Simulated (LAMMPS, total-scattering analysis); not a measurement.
## rock-salt solid solution (Cl0.42,I0.58)Na: Uiso of Na against temperature

Simulated by classical molecular dynamics (LAMMPS) with the Lennard-Jones and Coulomb ion parameters for SPC/E (Joung and Cheatham, J. Phys. Chem. B 112, 9020 (2008)), full charges; 512 atoms, zero pressure, classical nuclei. Uiso is the variance of an atom's position about its mean, per direction. These ion parameters were fitted for water; with full charges and no polarisation the melts tend to be sluggish and to freeze at too high a temperature.

| T (K) | Uiso of Na (Å²) |
| --- | --- |
| 200 | 0.0142 |
| 300 | ? |
| 600 | 0.0499 |
| 780 | 0.0699 |
| 960 | 0.0998 |

**Task.** Fit U/T against T with a straight line, read an effective Debye temperature from it, and predict the withheld row.

U/T in 10⁻⁵ Å²/K: 7.100 at 200 K, 8.317 at 600 K, 8.962 at 780 K, 10.396 at 960 K. The means are 635 K and 8.694; Σ(x − x̄)(y − ȳ) = 1298.6 and Σ(x − x̄)² = 3.171e+05, so the slope is 4.095e-03 per K and the intercept 6.093.

The intercept is the harmonic part: U = 3ħ²T/(M k θ²) with 3ħ²/(k u Å²) = 145.5 K and M = 22.99 u gives θ = √(145.5/(22.99 × 6.093×10⁻⁵)) = 322 K, an effective value for this element. The slope is the anharmonic part, expansion included: by 960 K it adds 65 % to U.

At 300 K, U = 300 × (6.093 + 1.229)×10⁻⁵ = 0.0220 Å²; the run gave 0.0214, a miss of +2.8 %.
